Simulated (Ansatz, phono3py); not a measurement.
# ZnO (zincite, P6_3mc): thermal conductivity with phono3py, part 4 of 5

Wanted: the sensitivity of κ of ZnO (zincite) to the choices of the transport step.

Experimental results on record:
- thermal conductivity 60 W/m/K near room temperature (given in “Combining the AFLOW GIBBS and Elastic Libraries to efficiently and robustly screen thermo-mechanical properties of solids”, 2017, arXiv:1611.05714)

Ansatz 0.2.0 and phono3py 4.10.0; DFT LDA, scalar-relativistic, plane waves, PAW; PAW set soft_1 (the session's first sound run).

So far, κ at 300 K (W/m/K): step 3 (relaxation-time solution) 44.6; step 11 (q-mesh of the transport sums 25×25×15) 45.5; step 13 (boundary mean free path 0.01 micrometre) 7.91; step 14 (boundary mean free path 0.3 micrometre) 31.8; step 16 (solver RTA with coherences (SMM19)) 44.7.

### Step 17. Gaussian smearing, third order supercell 3×3×2, supercell 3×3×2

Level of this step: DFT LDA, scalar-relativistic, plane waves, PAW; PAW set soft_1; phono3py on Ansatz's force constants (phono3py).

A Gaussian replaces the tetrahedron method for energy conservation; its width must match the mesh.

Contents of phono3py.yaml:

```yaml
phono3py:
  version: "4.10.0"
  frequency_unit_conversion_factor: 15.633302
  symmetry_tolerance: 1.00000e-05

physical_unit:
  atomic_mass: "AMU"
  length: "angstrom"

space_group:
  type: "P6_3mc"
  number: 186
  Hall_symbol: "P 6c -2c"

primitive_matrix:
- [  1.000000000000000,  0.000000000000000,  0.000000000000000 ]
- [  0.000000000000000,  1.000000000000000,  0.000000000000000 ]
- [  0.000000000000000,  0.000000000000000,  1.000000000000000 ]

supercell_matrix:
- [   3,   0,   0 ]
- [   0,   3,   0 ]
- [   0,   0,   2 ]

# [primitive_cell block left out]
unit_cell:
  lattice:
  - [     3.187454989807928,     0.000000000000000,     0.000000000000000 ] # a
  - [    -1.593727494903964,     2.760416994593134,     0.000000000000000 ] # b
  - [     0.000000000000000,     0.000000000000000,     5.152403076900000 ] # c
  points:
  - symbol: Zn # 1
    coordinates: [  0.333333333333333,  0.666666666666667,  0.500272443900000 ]
    mass: 65.380000
    reduced_to: 1
  - symbol: Zn # 2
    coordinates: [  0.666666666666667,  0.333333333333333,  0.000272443900000 ]
    mass: 65.380000
    reduced_to: 2
  - symbol: O # 3
    coordinates: [  0.666666666666667,  0.333333333333333,  0.378737556100000 ]
    mass: 15.999000
    reduced_to: 3
  - symbol: O # 4
    coordinates: [  0.333333333333333,  0.666666666666667,  0.878737556100000 ]
    mass: 15.999000
    reduced_to: 4

# [supercell block left out]
phonon_supercell_matrix:
- [   3,   0,   0 ]
- [   0,   3,   0 ]
- [   0,   0,   2 ]

# [phonon_primitive_cell block left out]
# [phonon_supercell block left out]
nac:
  born_effective_charge:
  - # 1 (Zn)
    - [  2.078468671985110,  0.000000000000000,  0.000000000000000 ]
    - [  0.000000000000000,  2.078468671985110,  0.000000000000000 ]
    - [  0.000000000000000,  0.000000000000000,  2.135284121264721 ]
  - # 2 (Zn)
    - [  2.078468671985111,  0.000000000000000,  0.000000000000000 ]
    - [  0.000000000000000,  2.078468671985110,  0.000000000000000 ]
    - [  0.000000000000000,  0.000000000000000,  2.135284121264721 ]
  - # 3 (O)
    - [ -2.078468671985111,  0.000000000000000,  0.000000000000000 ]
    - [  0.000000000000000, -2.078468671985111,  0.000000000000000 ]
    - [  0.000000000000000,  0.000000000000000, -2.135284121264721 ]
  - # 4 (O)
    - [ -2.078468671985111,  0.000000000000000,  0.000000000000000 ]
    - [  0.000000000000000, -2.078468671985110,  0.000000000000000 ]
    - [  0.000000000000000,  0.000000000000000, -2.135284121264721 ]
  dielectric_constant:
    - [  5.064467165531927,  0.000000000000000,  0.000000000000000 ]
    - [  0.000000000000000,  5.064467165531926,  0.000000000000000 ]
    - [  0.000000000000000,  0.000000000000000,  5.118696185417106 ]
  unit_conversion_factor: 14.399645
```

On the command line:

```
$ phono3py phono3py.yaml --mesh 17 17 9 --br --isotope --sigma 0.01 --ts 100 300 600
```

Log:

```text
[banner, memory and clock lines left out]
Rust backend (phonors) using rayon (8 threads).
Running in phono3py.load mode.
Spglib version 2.8.0
----------------------------- General settings -----------------------------
Run mode: conductivity-RTA
HDF5 data compression filter: gzip
Crystal structure was read from "phono3py.yaml".
Supercell (dim): [3 3 2]
Phonon supercell (dim-fc2): [3 3 2]
Primitive matrix:
  [1. 0. 0.]
  [0. 1. 0.]
  [0. 0. 1.]
Spacegroup: P6_3mc (186)
Use -v option to watch primitive cell, unit cell, and supercell structures.
NAC parameters were read from "phono3py.yaml".
fc3 was read from "fc3.hdf5".
fc2 was read from "fc2.hdf5".
----------------------------- Force constants ------------------------------
Max drift of fc3: -0.00000300 (yyy) -0.00000300 (yyy) -0.00000300 (yyy)
Max drift of fc2: 0.00000900 (zy) 0.00000900 (zy)
--------------------------- Calculation settings ---------------------------
Non-analytical term correction (NAC): True
NAC unit conversion factor:  14.39964
BZ integration: Smearing=0.01
Temperature:  100.0  300.0  600.0
Cutoff frequency: 0.01
Mesh sampling: [ 17 17 9 ]
Generating grid system ... [ 17 17 9 ]
fc3-r2q-transformation over three atoms: True
--------------------------- Phonon calculations ----------------------------
  PRB 50, 13035(R) (1994), PRB 55, 10355 (1997)
  G-cutoff distance: 1.16, Number of G-points: 313, Lambda: 0.27
Running harmonic phonon calculations...
-------------------- Lattice thermal conductivity (RTA) --------------------
Running heat capacity calculations...
Running velocity calculations...
Running isotope scattering calculations sigma=0.01...
======================= Grid point 0 (1/165) =======================
q-point: ( 0.00  0.00  0.00)
Boundary mean free path (millimeter): 1000.000
Mass variance parameters: 5.98e-04 5.98e-04 3.36e-05 3.36e-05
Number of triplets: 165
Frequency     group velocity (x, y, z)     |gv|
  -0.005   (   0.000    0.000    0.000)    0.000
  -0.003   (   0.000    0.000    0.000)    0.000
   0.004   (   0.000    0.000   -0.000)    0.000
   2.699   (   0.000   -0.000    0.000)    0.000
   2.699   (   0.000   -0.000   -0.000)    0.000
   7.822   (  -0.000   -0.000    0.000)    0.000
  11.690   (   0.000    0.000    0.000)    0.000
  12.246   (   0.000   -0.000    0.000)    0.000
  12.246   (   0.000   -0.000    0.000)    0.000
  13.228   (   0.000    0.000   -0.000)    0.000
  13.228   (   0.000    0.000   -0.000)    0.000
  16.577   (   0.000    0.000   -0.000)    0.000
======================= Grid point 1 (2/165) =======================
q-point: ( 0.06  0.00  0.00)
Boundary mean free path (millimeter): 1000.000
Mass variance parameters: 5.98e-04 5.98e-04 3.36e-05 3.36e-05
Number of triplets: 405
Frequency     group velocity (x, y, z)     |gv|
   0.468   (  18.964   10.949    0.000)   21.898
   0.500   (  24.104   13.916    0.000)   27.833
   1.250   (  49.018   28.300    0.000)   56.601
   2.706   (   0.774    0.447    0.000)    0.894
[...]
[162 grid points left out]
======================= Grid point 1321 (165/165) =======================
q-point: ( 0.35  0.29  0.44)
Boundary mean free path (millimeter): 1000.000
Mass variance parameters: 5.98e-04 5.98e-04 3.36e-05 3.36e-05
Number of triplets: 693
Frequency     group velocity (x, y, z)     |gv|
[...]
7.717   (   0.044   -0.076    4.024)    4.025
   7.743   (   1.040   -1.802    1.656)    2.659
  13.627   (  -0.483    0.836   -1.085)    1.452
  13.674   (   1.356   -2.349   -5.411)    6.053
  15.287   (  -4.544    7.870   10.535)   13.913
  15.506   (  -5.094    8.823   -9.541)   13.958
  16.192   (   2.842   -4.922    1.989)    6.021
  16.210   (   3.784   -6.554    0.276)    7.572
=================== End of collection of collisions ===================
----------- Thermal conductivity (W/m-k) for sigma=0.01 -----------
#  T(K)        xx         yy         zz         yz         xz         xy
  100.0     114.221    114.221    152.875     -0.000      0.000     -0.000
  300.0      40.765     40.765     50.094     -0.000      0.000     -0.000
  600.0      20.571     20.571     24.755     -0.000      0.000     -0.000

Thermal conductivity related properties and sigma 0.01
were written into "kappa-m17179-s0.01.hdf5".
Summary of calculation was written in "phono3py.yaml".
```

Run time: 38 s. Hardware: 8 threads of Intel Xeon at 2.70GHz, shared host; peak memory 0.1 GiB; 4.7 min of CPU time.

Numbers from this step:

```yaml
kappa_at_300_k: 43.87 W/m/K
kappa_xx_yy_zz_at_300_k: 40.76, 40.76, 50.09 W/m/K
```

W/m/K. Kappa, by row:

```
T (K)     xx     yy     zz  yz  xz  xy
  100  114.2  114.2  152.9   0   0   0
  300  40.76  40.76  50.09   0   0   0
  600  20.57  20.57  24.76   0   0   0
```

With a width of 0.01 THz κ at 300 K is 43.9 W/(m K), -1.6 % from the tetrahedron value.

### Step 18. Gaussian smearing, third order supercell 3×3×2, supercell 3×3×2 (run 2)

A Gaussian replaces the tetrahedron method for energy conservation; its width must match the mesh.

phono3py.yaml is that of step 17.

On the command line:

```
$ phono3py phono3py.yaml --mesh 17 17 9 --br --isotope --sigma 0.1 --ts 100 300 600
```

Log:

```text
[banner, memory and clock lines left out]
Rust backend (phonors) using rayon (8 threads).
Running in phono3py.load mode.
Spglib version 2.8.0
----------------------------- General settings -----------------------------
Run mode: conductivity-RTA
HDF5 data compression filter: gzip
Crystal structure was read from "phono3py.yaml".
Supercell (dim): [3 3 2]
Phonon supercell (dim-fc2): [3 3 2]
Primitive matrix:
  [1. 0. 0.]
  [0. 1. 0.]
  [0. 0. 1.]
Spacegroup: P6_3mc (186)
Use -v option to watch primitive cell, unit cell, and supercell structures.
[...]
16.192   (   2.842   -4.922    1.989)    6.021
  16.210   (   3.784   -6.554    0.276)    7.572
=================== End of collection of collisions ===================
----------- Thermal conductivity (W/m-k) for sigma=0.1 -----------
#  T(K)        xx         yy         zz         yz         xz         xy
  100.0     125.497    125.497    158.524     -0.000      0.000     -0.000
  300.0      41.774     41.774     48.786     -0.000      0.000     -0.000
  600.0      20.715     20.715     23.793     -0.000      0.000     -0.000

Thermal conductivity related properties and sigma 0.1
were written into "kappa-m17179-s0.1.hdf5".
Summary of calculation was written in "phono3py.yaml".
```

Run time: 32 s. Hardware: 8 threads; peak memory 0.1 GiB; 4 min of CPU time.

Numbers from this step:

```yaml
kappa_at_300_k: 44.11 W/m/K
kappa_xx_yy_zz_at_300_k: 41.77, 41.77, 48.79 W/m/K
```

W/m/K. Kappa, by row:

```
T (K)     xx     yy     zz  yz  xz  xy
  100  125.5  125.5  158.5   0   0   0
  300  41.77  41.77  48.79   0   0   0
  600  20.71  20.71  23.79   0   0   0
```

With a width of 0.1 THz κ at 300 K is 44.1 W/(m K), -1.1 % from the tetrahedron value.

### Step 19. Two-phonon phase space, third order supercell 3×3×2, supercell 3×3×2

The two-phonon density of states counts the channels open to a mode, without matrix elements.

phono3py.yaml is that of step 18.

On the command line:

```
$ phono3py phono3py.yaml --mesh 25 25 15 --jdos --gp 0 --num-freq-points 80
```

Log:

```text
[banner, memory and clock lines left out]
Rust backend (phonors) using rayon (8 threads).
Running in phono3py.load mode.
Spglib version 2.8.0
----------------------------- General settings -----------------------------
Run mode: jdos
HDF5 data compression filter: gzip
Crystal structure was read from "phono3py.yaml".
Supercell (dim): [3 3 2]
Phonon supercell (dim-fc2): [3 3 2]
Primitive matrix:
  [1. 0. 0.]
  [0. 1. 0.]
  [0. 0. 1.]
Spacegroup: P6_3mc (186)
Use -v option to watch primitive cell, unit cell, and supercell structures.
NAC parameters were read from "phono3py.yaml".
fc3 was read from "fc3.hdf5".
fc2 was read from "fc2.hdf5".
----------------------------- Force constants ------------------------------
Max drift of fc3: -0.00000300 (yyy) -0.00000300 (yyy) -0.00000300 (yyy)
Max drift of fc2: 0.00000900 (zy) 0.00000900 (zy)
--------------------------- Calculation settings ---------------------------
Non-analytical term correction (NAC): True
NAC unit conversion factor:  14.39964
BZ integration: Tetrahedron-method
Cutoff frequency: 0.01
Number of frequency sampling points: 80
Mesh sampling: [ 25 25 15 ]
Generating grid system ... [ 25 25 15 ]
  PRB 50, 13035(R) (1994), PRB 55, 10355 (1997)
  G-cutoff distance: 1.16, Number of G-points: 313, Lambda: 0.27
--------------------------------- Joint DOS ---------------------------------
Running harmonic phonon calculations...
======================= Grid point 0 (1/1) =======================
q-point: ( 0.00  0.00  0.00)
Number of triplets: 520
Frequency
  -0.005
  -0.003
   0.004
   2.699
   2.699
   7.822
  11.690
  12.246
  12.246
  13.228
  13.228
  16.577
Tetrahedron method is used.
Calculations at 80 frequency points are divided into 8 batches.
1/8: [ 1  2  3  4  5  6  7  8  9 10]
2/8: [11 12 13 14 15 16 17 18 19 20]
3/8: [21 22 23 24 25 26 27 28 29 30]
4/8: [31 32 33 34 35 36 37 38 39 40]
5/8: [41 42 43 44 45 46 47 48 49 50]
6/8: [51 52 53 54 55 56 57 58 59 60]
7/8: [61 62 63 64 65 66 67 68 69 70]
8/8: [71 72 73 74 75 76 77 78 79 80]
JDOS is written into "jdos-m252515-g0.dat".
```

Wall time 1.5 s (8 threads); peak memory 0.15 GiB.

The joint density of states at Gamma by frequency; read off at these points:

```
frequency (THz)  absorption class (1/THz)  decay class (1/THz)
            0.0                         0                    0
            0.4                      22.5              0.00261
            1.3                      15.0               0.0408
            2.1                      9.49                0.116
            3.0                      15.9                0.245
            3.4                      10.3                0.424
            4.7                       5.2                 1.37
            6.0                      5.70                 3.35
            6.9                      6.86                 5.41
            8.1                      3.12                 4.05
            9.4                      10.9                 3.37
           10.7                      16.5                 6.04
           11.6                      8.14                 4.61
           12.8                      6.95                0.539
           14.1                      2.59                 1.72
           15.0                     0.808                 4.08
           16.3                    0.0222                 5.57
           17.6                         0                 11.6
           18.9                         0                 8.07
           19.7                         0                 12.3
           21.0                         0                 9.77
           22.3                         0                 5.30
           23.1                         0                 2.45
           24.4                         0                 2.90
           25.7                         0                 1.58
           27.0                         0                 3.51
           27.9                         0                 5.12
           29.1                         0                 5.11
           30.4                         0                 7.81
           31.7                         0                 3.40
           32.6                         0                 1.82
           33.9                         0                    0
```

Distinct peaks of the joint density of states at Gamma (absorption class) stand at 0.4, 3.0, 6.9 and 10.7 THz; the one at 0.43 THz is strongest.

### Step 20. Without the dipole term, third order supercell 3×3×2, supercell 3×3×2

Dropping the dipole term tests how much its part of the interpolation matters for κ.

phono3py.yaml is that of step 19.

On the command line:

```
$ phono3py phono3py.yaml --mesh 17 17 9 --br --isotope --nonac --ts 100 300 600
```

Log:

```text
Rust backend (phonors) using rayon (8 threads).
Running in phono3py.load mode.
Spglib version 2.8.0
----------------------------- General settings -----------------------------
Run mode: conductivity-RTA
HDF5 data compression filter: gzip
Crystal structure was read from "phono3py.yaml".
Supercell (dim): [3 3 2]
Phonon supercell (dim-fc2): [3 3 2]
Primitive matrix:
  [1. 0. 0.]
  [0. 1. 0.]
  [0. 0. 1.]
Spacegroup: P6_3mc (186)
Use -v option to watch primitive cell, unit cell, and supercell structures.
fc3 was read from "fc3.hdf5".
fc2 was read from "fc2.hdf5".
----------------------------- Force constants ------------------------------
Max drift of fc3: -0.00000300 (yyy) -0.00000300 (yyy) -0.00000300 (yyy)
Max drift of fc2: 0.00000900 (zy) 0.00000900 (zy)
--------------------------- Calculation settings ---------------------------
BZ integration: Tetrahedron-method
Temperature:  100.0  300.0  600.0
Cutoff frequency: 0.01
Mesh sampling: [ 17 17 9 ]
Generating grid system ... [ 17 17 9 ]
fc3-r2q-transformation over three atoms: True
--------------------------- Phonon calculations ----------------------------
Running harmonic phonon calculations...
-------------------- Lattice thermal conductivity (RTA) --------------------
Running heat capacity calculations...
Running velocity calculations...
Running isotope scattering calculations with tetrahedron method...
======================= Grid point 0 (1/165) =======================
q-point: ( 0.00  0.00  0.00)
Boundary mean free path (millimeter): 1000.000
Mass variance parameters: 5.98e-04 5.98e-04 3.36e-05 3.36e-05
Number of triplets: 165
Frequency     group velocity (x, y, z)     |gv|
  -0.005   (   0.000    0.000    0.000)    0.000
  -0.003   (   0.000    0.000    0.000)    0.000
   0.004   (   0.000    0.000    0.000)    0.000
   2.699   (   0.000   -0.000    0.000)    0.000
   2.699   (   0.000   -0.000    0.000)    0.000
   7.822   (   0.000    0.000    0.000)    0.000
  11.690   (   0.000    0.000    0.000)    0.000
  12.246   (   0.000    0.000   -0.000)    0.000
  12.246   (  -0.000    0.000    0.000)    0.000
  13.228   (   0.000    0.000   -0.000)    0.000
  13.228   (   0.000   -0.000    0.000)    0.000
  16.577   (   0.000    0.000    0.000)    0.000
======================= Grid point 1 (2/165) =======================
q-point: ( 0.06  0.00  0.00)
Boundary mean free path (millimeter): 1000.000
Mass variance parameters: 5.98e-04 5.98e-04 3.36e-05 3.36e-05
Number of triplets: 405
Frequency     group velocity (x, y, z)     |gv|
   0.340   (  20.705   11.954    0.000)   23.908
   0.470   (  19.053   11.000    0.000)   22.000
   1.228   (  48.145   27.797    0.000)   55.593
   2.729   (   2.592    1.496    0.000)    2.992
[...]
[162 grid points left out]
======================= Grid point 1321 (165/165) =======================
q-point: ( 0.35  0.29  0.44)
Boundary mean free path (millimeter): 1000.000
Mass variance parameters: 5.98e-04 5.98e-04 3.36e-05 3.36e-05
Number of triplets: 693
Frequency     group velocity (x, y, z)     |gv|
[...]
7.722   (   0.486   -0.841    4.135)    4.248
   7.751   (   1.655   -2.867    1.523)    3.644
  13.622   (  -0.910    1.576   -1.209)    2.185
  13.668   (   0.915   -1.585   -5.427)    5.727
  15.272   (  -5.646    9.779   10.409)   15.358
  15.487   (  -6.406   11.096   -9.250)   15.802
  16.207   (   4.058   -7.028    2.413)    8.466
  16.236   (   5.536   -9.589   -0.305)   11.077
=================== End of collection of collisions ===================
----------- Thermal conductivity (W/m-k) with tetrahedron method -----------
#  T(K)        xx         yy         zz         yz         xz         xy
  100.0     129.376    129.376    194.386     -0.000      0.000      0.000
  300.0      42.948     42.948     60.815     -0.000      0.000      0.000
  600.0      21.574     21.574     30.046     -0.000      0.000      0.000

Thermal conductivity related properties were written into
"kappa-m17179.hdf5".
Summary of calculation was written in "phono3py.yaml".
```

Elapsed: 44 s, on 8 threads; peak memory 0.1 GiB.

Numbers from this step:

| Quantity | Value |
| --- | --- |
| κ at 300 K | 48.9 W/m/K |
| κ xx, yy, zz at 300 K | 42.95, 42.95, 60.81 W/m/K |

W/m/K. Kappa, by row:

```
T (K)     xx     yy     zz  yz  xz  xy
  100  129.4  129.4  194.4   0   0   0
  300  42.95  42.95  60.81   0   0   0
  600  21.57  21.57  30.05   0   0   0
```

κ at 300 K goes from 44.6 to 48.9 W/(m K). Only the interpolation between the solved wavevectors changes, and the fewer these are, the more it matters.

(Part 4 of 5 ends here.)

[Logs are printed without paths, hosts, clocks, repeated set-up lines and the standing remarks that a program may print on its own settings, such as how far it seeks lower states.]

[Hosts, paths, dates, database ids (printed as entryN), source tags and the programs' standing remarks are cut or masked in the printed files.]

[A step with changed settings may run another functional than the one named; its input shows which.]
